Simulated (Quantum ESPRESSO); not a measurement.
**E(q) of MnS (Browneite) from supercells**

Aim: the energy of flat spin spirals of MnS (Browneite) that close within a few cells.

Program: Quantum ESPRESSO 7.5. Level of theory: LDA with U = 4 eV on Mn d (ortho-atomic projectors); plane waves with GBRV 1.5 LDA potentials, no spin-orbit coupling, flat spiral in a supercell. Results are calculated unless marked as measured.

## 1. Starting point

The structure is cubic, space group F-43m (No. 216). The conventional cell has a = 5.600 Å, b = 5.600 Å, c = 5.600 Å, α = 90.00°, β = 90.00°, γ = 90.00°. Nearest to Mn lie 4 S at 2.42 Å. S has 4 Mn at 2.42 Å nearest. Farther neighbours and most contacts between anions are not listed.

The cell comes from the Crystallography Open Database.

## 2. Parallel moments, one cell

Contents of pw.in:

```
&CONTROL
  calculation = 'scf'
  prefix = 'pwscf'
  outdir = './tmp'
  pseudo_dir = './pseudo'
  disk_io = 'nowf'
/
&SYSTEM
  ibrav = 0
  nat = 2
  ntyp = 2
  ecutwfc = 34
  ecutrho = 238
  nbnd = 34
  occupations = 'smearing'
  smearing = 'fd'
  degauss = 0.00734986
  noncolin = .true.
  starting_magnetization(1) = 0.3
  angle1(1) = 90
  angle2(1) = 0
  starting_magnetization(2) = 0
/
&ELECTRONS
  conv_thr = 2d-08
  electron_maxstep = 150
  mixing_beta = 0.3
/
ATOMIC_SPECIES
Mn     54.9380 mn_lda_v1.5.uspp.F.UPF
S      32.0600 s_lda_v1.4.uspp.F.UPF
CELL_PARAMETERS bohr
   0.0000000000    5.2912331490    5.2912331490
   5.2912331490    0.0000000000    5.2912331490
   5.2912331490    5.2912331490    0.0000000000
ATOMIC_POSITIONS crystal
Mn      0.0000000000    0.0000000000    0.0000000000
S       0.2500000000    0.2500000000    0.2500000000
K_POINTS automatic
12 4 4 0 0 0
HUBBARD {ortho-atomic}
U Mn-3d 4.0000
```

Started as:

```bash
$ OMP_NUM_THREADS=1 mpirun -n 4 pw.x -nk 4 -in pw.in > pw.out
```

Log:

```text
Program PWSCF v.7.5 starts

     Message from routine setup:
     using ibrav=0 with symmetry is DISCOURAGED, use correct ibrav instead

     K-points division:     npool     =       4
     Subspace diagonalization in iterative solution of the eigenvalue problem:

     G-vector sticks info
     --------------------
     sticks:   dense  smooth     PW     G-vecs:    dense   smooth      PW
     Sum         925     517    163                18421     7823    1411

     Using Slab Decomposition

     bravais-lattice index     =            0
     lattice parameter (alat)  =       7.4829  a.u.
     unit-cell volume          =     296.2789 (a.u.)^3
     number of atoms/cell      =            2
     number of atomic types    =            2
     number of electrons       =        21.00
     number of Kohn-Sham states=           34
     kinetic-energy cutoff     =      34.0000  Ry
     charge density cutoff     =     238.0000  Ry
     scf convergence threshold =      2.0E-08
     mixing beta               =       0.3000
     number of iterations used =            8  plain     mixing
     Exchange-correlation=  SLA  PZ   NOGX NOGC
                           (   1   1   0   0   0   0   0)
     Noncollinear calculation without spin-orbit

     Hubbard projectors: ortho-atomic
     Hubbard parameters of DFT+U (Dudarev formulation) in eV:
     U(Mn-3d) =  4.0000

     Internal variables: lda_plus_u =T, lda_plus_u_kind = 0

     Internal variables: orbital_resolved =F, hub_pot_fix =F, apply_U = F

     celldm(1)=   7.482934  celldm(2)=   0.000000  celldm(3)=   0.000000
     celldm(4)=   0.000000  celldm(5)=   0.000000  celldm(6)=   0.000000

     crystal axes: (cart. coord. in units of alat)
               a(1) = (   0.000000   0.707107   0.707107 )
               a(2) = (   0.707107   0.000000   0.707107 )
               a(3) = (   0.707107   0.707107   0.000000 )

     reciprocal axes: (cart. coord. in units 2 pi/alat)
               b(1) = ( -0.707107  0.707107  0.707107 )
               b(2) = (  0.707107 -0.707107  0.707107 )
               b(3) = (  0.707107  0.707107 -0.707107 )

     PseudoPot. # 1 for Mn read from file:
     mn_lda_v1.5.uspp.F.UPF
     Pseudo is Ultrasoft + core correction, Zval = 15.0
     Generated by new atomic code, or converted to UPF format
     Using radial grid of  859 points,  6 beta functions with:
                l(1) =   0
                l(2) =   0
                l(3) =   1
                l(4) =   1
                l(5) =   2
                l(6) =   2
     Q(r) pseudized with  8 coefficients,  rinner =    0.950   0.950   0.950
                                                       0.950   0.950

     PseudoPot. # 2 for S  read from file:
     s_lda_v1.4.uspp.F.UPF
     Pseudo is Ultrasoft + core correction, Zval =  6.0
     Generated by new atomic code, or converted to UPF format
     Using radial grid of  907 points,  6 beta functions with:
                l(1) =   0
                l(2) =   0
                l(3) =   1
                l(4) =   1
                l(5) =   2
                l(6) =   2
     Q(r) pseudized with  8 coefficients,  rinner =    1.300   1.300   1.300
                                                       1.300   1.300

     atomic species   valence    mass     pseudopotential
     Mn               15.00    54.93800     Mn( 1.00)
     S                 6.00    32.06000     S ( 1.00)

      8 Sym. Ops. (no inversion) found

   Cartesian axes

     site n.     atom                  positions (alat units)
         1        Mn     tau(   1) = (   0.0000000   0.0000000   0.0000000  )
         2        S      tau(   2) = (   0.3535534   0.3535534   0.3535534  )

     number of k points=    80  Fermi-Dirac smearing, width (Ry)=  0.0073
                       cart. coord. in units 2pi/alat
        k(    1) = (   0.0000000   0.0000000   0.0000000), wk =   0.0052083
        k(    2) = (   0.1767767   0.1767767  -0.1767767), wk =   0.0416667
        k(    3) = (  -0.3535534  -0.3535534   0.3535534), wk =   0.0208333
        k(    4) = (   0.3535534   0.0000000   0.0000000), wk =   0.0104167
        k(    5) = (  -0.1767767  -0.5303301   0.5303301), wk =   0.0416667
        [... 75 further k-points ...]

     Dense  grid:    18421 G-vectors     FFT dimensions: (  40,  40,  40)

     Smooth grid:     7823 G-vectors     FFT dimensions: (  27,  27,  27)

     Check: negative core charge=   -0.000019
     Generating pointlists ...
     new r_m :   0.2526 (alat units)  1.8902 (a.u.) for type    1
     new r_m :   0.2526 (alat units)  1.8902 (a.u.) for type    2

     Initial potential from superposition of free atoms

     starting charge      20.4999, renormalised to      21.0000

     STARTING HUBBARD OCCUPATIONS:

     ================= HUBBARD OCCUPATIONS ================
     ------------------------ ATOM    1 ------------------------
     Tr[ns(  1)] (up, down, total) =   2.50000  2.50000  5.00000
     [... lines left out ...]
     Atomic magnetic moment mx, my, mz =     5.000000    0.000000    0.000000

     Number of occupied Hubbard levels =    5.0000

 ==============================================================================
     atom number    1 relative position :    0.0000   0.0000   0.0000
     charge :    13.217851  (integrated on a sphere of radius 0.253)
     magnetization :          3.913124    0.000000    0.000000
     magnetization/charge:    0.296048    0.000000    0.000000
     polar coord.: r, theta, phi [deg] :     3.913124   90.000000    0.000000

 ==============================================================================

 ==============================================================================
     atom number    2 relative position :    0.3536   0.3536   0.3536
     charge :     4.071242  (integrated on a sphere of radius 0.253)
     magnetization :          0.052611    0.000000    0.000000
     magnetization/charge:    0.012923    0.000000    0.000000
     polar coord.: r, theta, phi [deg] :     0.052611   90.000000    0.000000

 ==============================================================================

     Atomic wfc used for Hubbard projectors are orthogonalized

     Starting wfcs are   34 randomized atomic wfcs

     Self-consistent Calculation

     iteration #  1     ecut=    34.00 Ry     beta= 0.30
     Davidson diagonalization with overlap
     ethr =  1.00E-02,  avg # of iterations =  4.5

     ================= HUBBARD OCCUPATIONS ================
     ------------------------ ATOM    1 ------------------------
     Tr[ns(  1)] (up, down, total) =   2.49308  2.49308  4.98616
     [... lines left out ...]
     Atomic magnetic moment mx, my, mz =     4.689145   -0.000000   -0.000000

     Number of occupied Hubbard levels =    4.9862

     total energy              =    -235.14946488 Ry
     estimated scf accuracy    <       0.49472412 Ry

     total magnetization       =     5.00     0.00     0.00 Bohr mag/cell
     absolute magnetization    =     5.00 Bohr mag/cell

     iteration #  2     ecut=    34.00 Ry     beta= 0.30
     Davidson diagonalization with overlap
     ethr =  2.36E-03,  avg # of iterations =  2.0

     total energy              =    -235.23178475 Ry
     estimated scf accuracy    <       0.02441354 Ry

     total magnetization       =     5.00    -0.00     0.00 Bohr mag/cell
     absolute magnetization    =     5.00 Bohr mag/cell

     iteration #  3     ecut=    34.00 Ry     beta= 0.30
     Davidson diagonalization with overlap
     ethr =  1.16E-04,  avg # of iterations =  4.3

     total energy              =    -235.23760017 Ry
     estimated scf accuracy    <       0.00968139 Ry

     total magnetization       =     5.00    -0.00     0.00 Bohr mag/cell
     absolute magnetization    =     5.00 Bohr mag/cell

     [... further iterations left out ...]

     iteration #  7     ecut=    34.00 Ry     beta= 0.30
     Davidson diagonalization with overlap
     ethr =  2.60E-07,  avg # of iterations =  2.0

     total energy              =    -235.23827175 Ry
     estimated scf accuracy    <       0.00000809 Ry

     total magnetization       =     5.00     0.00    -0.00 Bohr mag/cell
     absolute magnetization    =     5.00 Bohr mag/cell

     iteration #  8     ecut=    34.00 Ry     beta= 0.30
     Davidson diagonalization with overlap
     ethr =  3.85E-08,  avg # of iterations =  2.4

     total energy              =    -235.23827358 Ry
     estimated scf accuracy    <       0.00000008 Ry

     total magnetization       =     5.00    -0.00     0.00 Bohr mag/cell
     absolute magnetization    =     5.00 Bohr mag/cell

     iteration #  9     ecut=    34.00 Ry     beta= 0.30
     Davidson diagonalization with overlap
     ethr =  3.83E-10,  avg # of iterations =  6.2

     total energy              =    -235.23827377 Ry
     estimated scf accuracy    <       0.00000003 Ry

     total magnetization       =     5.00     0.00    -0.00 Bohr mag/cell
     absolute magnetization    =     5.00 Bohr mag/cell

     iteration # 10     ecut=    34.00 Ry     beta= 0.30
     Davidson diagonalization with overlap
     ethr =  1.63E-10,  avg # of iterations =  1.9

 ==============================================================================
     atom number    1 relative position :    0.0000   0.0000   0.0000
     charge :    12.916693  (integrated on a sphere of radius 0.253)
     magnetization :          4.331334   -0.000000   -0.000000
     magnetization/charge:    0.335328   -0.000000   -0.000000
     polar coord.: r, theta, phi [deg] :     4.331334   90.000000   -0.000000

 ==============================================================================

 ==============================================================================
     atom number    2 relative position :    0.3536   0.3536   0.3536
     charge :     4.224138  (integrated on a sphere of radius 0.253)
     magnetization :          0.074094   -0.000000    0.000000
     magnetization/charge:    0.017541   -0.000000    0.000000
     polar coord.: r, theta, phi [deg] :     0.074094   90.000000   -0.000000

 ==============================================================================

     End of self-consistent calculation

     ================= HUBBARD OCCUPATIONS ================
     ------------------------ ATOM    1 ------------------------
     Tr[ns(  1)] (up, down, total) =   2.61820  2.61820  5.23641
     [... lines left out ...]
     Atomic magnetic moment mx, my, mz =     4.673949   -0.000000   -0.000000

     Number of occupied Hubbard levels =    5.2364
     [... lines left out ...]
     the Fermi energy is     7.3512 ev

!    total energy              =    -235.23827378 Ry
     estimated scf accuracy    <          4.7E-09 Ry
     smearing contrib. (-TS)   =      -0.00002995 Ry
     internal energy E=F+TS    =    -235.23824382 Ry

     The total energy is F=E-TS. E is the sum of the following terms:
     one-electron contribution =    -158.02959053 Ry
     hartree contribution      =      84.23362043 Ry
     xc contribution           =     -34.76851527 Ry
     ewald contribution        =    -126.71880434 Ry
     Hubbard energy            =       0.04504589 Ry

     total magnetization       =     5.00    -0.00     0.00 Bohr mag/cell
     absolute magnetization    =     5.00 Bohr mag/cell

     convergence has been achieved in  10 iterations

=------------------------------------------------------------------------------=
   JOB DONE.
=------------------------------------------------------------------------------=
```

Wall time 25 s (4 MPI ranks of Arm Neoverse V2, shared host); peak memory 0.43 GiB.

Spin moment in the atom's sphere by atom:

```tsv
atom	x (μB)	y (μB)	z (μB)	size
Mn1	4.33	0.00	0.00	4.33
S2	0.07	0.00	0.00	0.07
```

Read from the output:

```
smearing term TS       : 4.08e-4 eV
magnetization          : 4.999, 0, 0 μB
absolute magnetization : 4.999 μB
final state            : ferromagnetic
```

## 3. One turn in 2 cells along the input cell's a

Neighbouring cells are turned by 180° in the xy plane; the cell holds 4 atoms.

Contents of pw.in:

```
&CONTROL
  calculation = 'scf'
  prefix = 'pwscf'
  outdir = './tmp'
  pseudo_dir = './pseudo'
  disk_io = 'nowf'
/
&SYSTEM
  ibrav = 0
  nat = 4
  ntyp = 4
  ecutwfc = 34
  ecutrho = 238
  nbnd = 60
  occupations = 'smearing'
  smearing = 'fd'
  degauss = 0.00734986
  noncolin = .true.
  starting_magnetization(1) = 0.3
  angle1(1) = 90
  angle2(1) = 0
  starting_magnetization(2) = 0.3
  angle1(2) = 90
  angle2(2) = 180
  starting_magnetization(3) = 0
  starting_magnetization(4) = 0
/
&ELECTRONS
  conv_thr = 4d-08
  electron_maxstep = 150
  mixing_beta = 0.3
/
ATOMIC_SPECIES
Mn1    54.9380 mn_lda_v1.5.uspp.F.UPF
Mn2    54.9380 mn_lda_v1.5.uspp.F.UPF
S1     32.0600 s_lda_v1.4.uspp.F.UPF
S2     32.0600 s_lda_v1.4.uspp.F.UPF
CELL_PARAMETERS bohr
   0.0000000000   10.5824662979   10.5824662979
   5.2912331490    0.0000000000    5.2912331490
   5.2912331490    5.2912331490    0.0000000000
ATOMIC_POSITIONS crystal
Mn1     0.0000000000    0.0000000000    0.0000000000
Mn2     0.5000000000    0.0000000000    0.0000000000
S1      0.1250000000    0.2500000000    0.2500000000
S2      0.6250000000    0.2500000000    0.2500000000
K_POINTS automatic
6 4 4 0 0 0
HUBBARD {ortho-atomic}
U Mn1-3d 4.0000
U Mn2-3d 4.0000
```

Log:

```text
     [... lines left out ...]
Program PWSCF v.7.5 starts
     [... lines left out ...]
     number of atoms/cell      =            4
     [... lines left out ...]
     number of electrons       =        42.00
     number of Kohn-Sham states=           60
     kinetic-energy cutoff     =      34.0000  Ry
     charge density cutoff     =     238.0000  Ry
     scf convergence threshold =      4.0E-08
     [... lines left out ...]
     Noncollinear calculation without spin-orbit
     [... lines left out ...]
      2 Sym. Ops. (no inversion) found
     [... lines left out ...]
     number of k points=    52  Fermi-Dirac smearing, width (Ry)=  0.0073
     [... lines left out ...]
     iteration # 11     ecut=    34.00 Ry     beta= 0.30
     [... lines left out ...]
     atom number    1 relative position :    0.0000   0.0000   0.0000
     [... lines left out ...]
     magnetization :          4.268987   -0.000005   -0.000005
     [... lines left out ...]
     atom number    2 relative position :    0.0000   0.3536   0.3536
     [... lines left out ...]
     magnetization :         -4.268967    0.000035    0.000035
     [... lines left out ...]
     atom number    3 relative position :    0.1768   0.1768   0.1768
     [... lines left out ...]
     magnetization :          0.037521   -0.000000   -0.000000
     [... lines left out ...]
     atom number    4 relative position :    0.1768   0.5303   0.5303
     [... lines left out ...]
     magnetization :         -0.037526    0.000000    0.000000
     [... lines left out ...]
     Tr[ns(  1)] (up, down, total) =   2.63383  2.63384  5.26767
     [... lines left out ...]
     Tr[ns(  2)] (up, down, total) =   2.63385  2.63381  5.26767
     [... lines left out ...]
     the Fermi energy is     7.3624 ev
!    total energy              =    -470.48932661 Ry
     estimated scf accuracy    <       0.00000001 Ry
     smearing contrib. (-TS)   =      -0.00000102 Ry
     [... lines left out ...]
     total magnetization       =     0.00     0.00     0.00 Bohr mag/cell
     absolute magnetization    =     9.61 Bohr mag/cell
     convergence has been achieved in  11 iterations
```

Run time: 75 s. Hardware: 4 MPI ranks; peak memory 0.76 GiB; 5 min of CPU time.

Spin moment in the atom's sphere by atom:

```tsv
atom	x (μB)	y (μB)	z (μB)	size
Mn1	4.27	0.00	0.00	4.27
Mn2	-4.27	0.00	0.00	4.27
S3	0.04	0.00	0.00	0.04
S4	-0.04	0.00	0.00	0.04
```

Read from the output:

* smearing term TS: 1.39e-5 eV
* magnetization: 0, 0, 0 μB
* absolute magnetization: 9.609 μB
* final state: antiferromagnetic

[end of part 1 of 2]

[Logs and program files are shortened in this print: banners, set-up blocks, solver, clock and traceback lines can be left out without a mark of their own.]

[Logs are printed without paths, hosts, clocks, repeated set-up lines and the standing remarks that a program may print on its own settings, such as how far it seeks lower states.]

[Hosts, paths, dates, database ids (printed as entryN), source tags and the programs' standing remarks are cut or masked in the printed files.]

[Where a cell is said to come from a database of computed structures, the database is the Materials Project.]
